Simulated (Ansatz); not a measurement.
# (9,9) carbon nanotube bundle (108 atoms): geometry optimisation

How does (9,9) carbon nanotube bundle (108 atoms) relax, and what do bonds, charges and levels look like afterwards?

Calculated with Ansatz 0.2.0; Kohn-Sham DFT, LDA, PAW (set soft_2), plane waves.

### 1. The structure

The cell holds 108 atoms: 108 C. Its edges and angles: a = 15.506 Å, b = 15.506 Å, c = 7.380 Å, α = 90.0°, β = 90.0°, γ = 120.0°. It derives from C (graphene). Graphene sheet (a = 2.46 Å) rolled into a (9,9) tube of diameter 12.21 Å, 3 periods, hexagonal bundle with 3.3 Å between walls; not relaxed, displaced by a Gaussian of 0.02 Å.

### 2. Single point at the start

The forces at the start show how far the geometry lies from a minimum of this functional.

input.yaml

```yaml
crystal:
  lattice:
    - [15.50642, 0.0, 0.0]
    - [-7.75321, 13.42896, 0.0]
    - [0.0, 0.0, 7.38]
  atoms:
    - { symbol: C, position: [0.41636, 0.05099, 0.16889] }
    - { symbol: C, position: [0.43638, 0.10551, 0.99946] }
    - { symbol: C, position: [0.45164, 0.20309, 0.00272] }
    - { symbol: C, position: [0.45437, 0.24856, 0.16428] }
    [... 98 atom lines left out ...]
    - { symbol: C, position: [0.05345, 0.63768, 0.66467] }
    - { symbol: C, position: [0.10456, 0.66817, 0.83544] }
    - { symbol: C, position: [0.20258, 0.74889, 0.83398] }
    - { symbol: C, position: [0.24972, 0.79865, 0.99944] }
    - { symbol: C, position: [0.32934, 0.89411, 0.99325] }
    - { symbol: C, position: [0.35988, 0.94578, 0.83524] }
kpoints:
  mp_grid: { grid: [1, 1, 2] }
hamiltonian:
  xc: lda
scf:
  occupations: { method: fermi_dirac, width: 0.025 }
output:
  forces: true
  stress: true
  populations: true
  dos:
    method: { smearing: { sigma: 0.15 } }
    de: 0.1
    projected: { site_lists: { C: [C] } }
  eigenvalues: true
```

Run with:

```console
> ansatz run input.yaml --threads 4 --pin off --max-ram 8192MiB --backend cpu --events-out ev --progress --plain --runs-dir out
```

The job ended after 61 s (4 threads of Arm Neoverse V1, shared host; peak memory 4.6 GiB; 4 min of CPU time).

Numbers from this run:

- free energy: -26231.4482 eV
- free energy per atom: -242.8838 eV/atom
- SCF cycles: 10
- pressure: -1.979 GPa
- r.m.s. force component: 1.072 eV/Å
- longest force: 4.717 eV/Å
- Fermi energy: 2.389 eV
- levels partly filled by over 2 per cent: 4
- spilling of the projection: 0.009645

The r.m.s. force component of 1.1 eV/Å and the pressure of -2.0 GPa set the starting point.

Length of the force by element:

```tsv
element	coordination	atoms	mean length of the force (eV/Å)	spread	least	most
C	all	108	1.66	0.837	0.267	4.72
```

### 3. Relaxation

With the cell held, the atoms are moved downhill towards a nearby minimum.

input.yaml, the sections that differ from step 2:

```yaml
output:
  forces: true
relax:
  f_tol: 0.05
  max_steps: 199
# crystal, kpoints, hamiltonian, scf: as in step 2
```

Elapsed: 83 s, on 4 threads; peak memory 4.6 GiB.

Relaxation path:

```tsv
step	energy less that of the first step (eV)	largest force component (eV/Å)
1	0.0000	3.8130
2	-2.0250	1.5442
3	-2.5285	0.1323
4	-2.5343	0.0289
```

The atoms that moved most (Å):

```tsv
atom	dx	dy	dz	length
C81	0.001	-0.061	-0.043	0.075
C49	0.056	0.008	-0.043	0.071
C58	-0.030	0.044	0.044	0.069
C93	-0.037	0.028	0.034	0.058
C44	-0.011	-0.044	0.032	0.055
C97	-0.018	0.050	-0.001	0.053
C32	-0.052	0.007	0.000	0.052
C38	-0.034	0.000	-0.039	0.052
```

The relaxation changed the energy by -23.5 meV/atom, and atoms moved by 0.035 Å r.m.s., 0.075 Å at most.

### 4. Structure statistics after relaxation

Bonds before and after, by the cutoffs listed below:

```tsv
pair	bonds before	bonds after	mean before (Å)	mean after (Å)	spread before (Å)	spread after (Å)
C-C	162	162	1.419	1.418	0.026	0.001
```

Density 1.40 g/cm³, 14.23 Å³ an atom.

Pair distribution function in bins of 0.2 Å:

```tsv
r (Å)	total
1.40	8.35
1.60	0.00
1.80	0.00
2.00	0.00
2.20	0.00
2.40	5.70
2.60	0.00
2.80	2.13
3.00	0.00
3.20	0.00
3.40	0.00
3.60	0.58
3.80	2.93
4.00	0.04
4.20	2.08
4.40	0.55
4.60	0.40
4.80	1.76
5.00	1.69
5.20	1.40
5.40	0.58
5.60	0.68
5.80	0.42
6.00	1.41
6.20	1.22
6.40	1.06
6.60	1.43
6.80	0.16
```

Bonds by pair of elements; cutoffs follow the first minimum of g(r), held within bounds set by covalent radii, and pairs that aren't listed don't count as bonded:

```tsv
pair A-B	cutoff (Å)	bonds	mean length (Å)	spread (Å)	shortest (Å)	B about A	A about B
C-C	1.82	162	1.42	0.001	1.42	3	3
```

How many atoms have how many bonded neighbours:

```tsv
element	mean	3
C	3	108
```

Bond angles (no mean is given where the spread exceeds 20°):

```tsv
angle	count	mean (°)	spread (°)
C-C-C	324	120	0.4
```

Rings of the network by King's shortest-path rule, up to 12 atoms, one path for each pair of neighbours; H, halogens, alkali and alkaline-earth atoms are left out, and the last column divides by all other atoms, bonded or not:

```tsv
ring size (atoms)	rings	per network atom
6	54	0.5
```

Counting bonds as in the table, all C atoms have 3 bonded neighbours. The C-C-C angle averages 120° with a spread of 0.4°. All rings counted have 6 atoms.

### 5. Single point at the relaxed geometry

The electronic structure is read at the final geometry, in a run of its own.

input.yaml

```yaml
crystal:
  lattice:
    - [15.50642, 0.0, 0.0]
    - [-7.75321, 13.42896, 0.0]
    - [0.0, 0.0, 7.38]
  atoms:
    - { symbol: C, position: [0.41638, 0.05239, 0.16642] }
    - { symbol: C, position: [0.43452, 0.10424, 0.99973] }
    - { symbol: C, position: [0.45327, 0.20353, 0.99976] }
    - { symbol: C, position: [0.4533, 0.24915, 0.16635] }
    [... 98 atom lines left out ...]
    - { symbol: C, position: [0.05205, 0.63574, 0.66641] }
    - { symbol: C, position: [0.1039, 0.66966, 0.83312] }
    - { symbol: C, position: [0.20292, 0.75048, 0.83319] }
    - { symbol: C, position: [0.24851, 0.79606, 0.99977] }
    - { symbol: C, position: [0.32932, 0.89518, 0.99974] }
    - { symbol: C, position: [0.36334, 0.94695, 0.83307] }
kpoints:
  mp_grid: { grid: [1, 1, 2] }
hamiltonian:
  xc: lda
scf:
  occupations: { method: fermi_dirac, width: 0.025 }
output:
  forces: true
  stress: true
  populations: intrinsic
  dos:
    method: { smearing: { sigma: 0.1 } }
    de: 0.1
    projected: { site_lists: { C: [C] } }
  eigenvalues: true
  write_density: true
  write_potential: true
  volumetric_format: npy
  elf: true
```

It took 71 s on 4 threads; peak memory 4.6 GiB.

The program notes that the exchange-correlation potential is rough where the density is thin.

The run gave:

```yaml
free_energy: -26233.9825 eV
free_energy_per_atom: -242.9072 eV/atom
scf_cycles: 9
pressure: -1.971 GPa
r_m_s_force_component: 0.0105 eV/Å
longest_force: 0.03264 eV/Å
fermi_energy: 2.392 eV
levels_partly_filled_by_over_2_per_cent: 4
```

Intrinsic-atomic-orbital charges by element:

```tsv
element	coordination	atoms	mean charge (e)	spread	least	most
C	all	108	0	5.0e-4	-9.0e-4	8.0e-4
```

States in the cell by windows of 1 eV, zero at the Fermi level; the larger projections on atomic orbitals stand beside the total:

```tsv
from (eV)	to (eV)	total	C p	C s
-14	-13	11.7	6.0	5.6
-13	-12	16.0	10.4	5.4
-12	-11	20.0	13.3	6.5
-11	-10	24.4	18.2	6.0
-10	-9	13.7	10.7	2.9
-9	-8	23.1	19.7	3.2
-8	-7	35.5	31.6	3.4
-7	-6	46.6	44.4	1.7
-6	-5	39.4	37.9	1.2
-5	-4	34.9	33.9	0.8
-4	-3	25.0	24.7	0.2
-3	-2	30.5	30.3	0.1
-2	-1	10.0	10.0	0.0
-1	0	5.1	5.1	0.0
0	1	2.9	2.9	0.0
1	2	19.1	18.4	0.1
2	3	16.7	16.0	0.1
3	4	19.2	14.8	0.2
4	5	22.8	10.5	0.3
```

Between -20 and -14 eV lie 95 more states.

The levels nearest the highest filled one (over half full), pooled over k-points and spins:

```tsv
level less the highest filled one (eV)	occupation
-0.643	2
-0.642	2
-0.638	2
-0.638	2
-0.0084	1.43
0	1.28
0.029	0.714
0.0366	0.582
1.17	0
1.17	0
1.18	0
1.18	0
```

Intrinsic-atomic-orbital charges run from -0.00 to +0.00 e. Within 0.4 eV of the Fermi level the largest share is C p (100 % of the projected weight).

### 6. Summary of results

```json
{
 "energy change in the relaxation": "-23.47 meV/atom",
 "r.m.s. displacement": "0.035 Å",
 "largest displacement": "0.075 Å",
 "free energy per atom": "-242.9072 eV/atom",
 "density": "1.402 g/cm³",
 "pressure": "-1.971 GPa",
 "r.m.s. force component": "0.0105 eV/Å",
 "wall time of the 3 DFT runs": "3.6 min"
}
```

Relaxation lowers the energy by 23.5 meV/atom and moves atoms by 0.035 Å r.m.s.; the r.m.s. force component goes from 1.1 to 0.011 eV/Å, the pressure goes from -2.0 to -2.0 GPa. By the final cutoffs no bond was broken or made. The r.m.s. move is of the size of the random displacements put into the start (0.035 Å r.m.s. in three dimensions). First to last step the energy falls by 2.534 eV; the largest move, 0.07 Å, is that of C81. The C-C bonds go from 1.419 Å (spread 0.026) to 1.418 Å (spread 0.001). Counting bonds as in the table, all C atoms have 3 bonded neighbours. No gap is quoted, since levels at the Fermi energy are partly filled.

Caveats: The stress is far from hydrostatic: its diagonal is -0.6, -0.6, -4.7 GPa, compression counted positive. The pressure of -2.0 GPa says that the cell would shrink at this level of theory.

[Logs are printed without paths, hosts, clocks, repeated set-up lines and the standing remarks that a program may print on its own settings, such as how far it seeks lower states.]

[Hosts, paths, dates, database ids (printed as entryN), source tags and the programs' standing remarks are cut or masked in the printed files.]
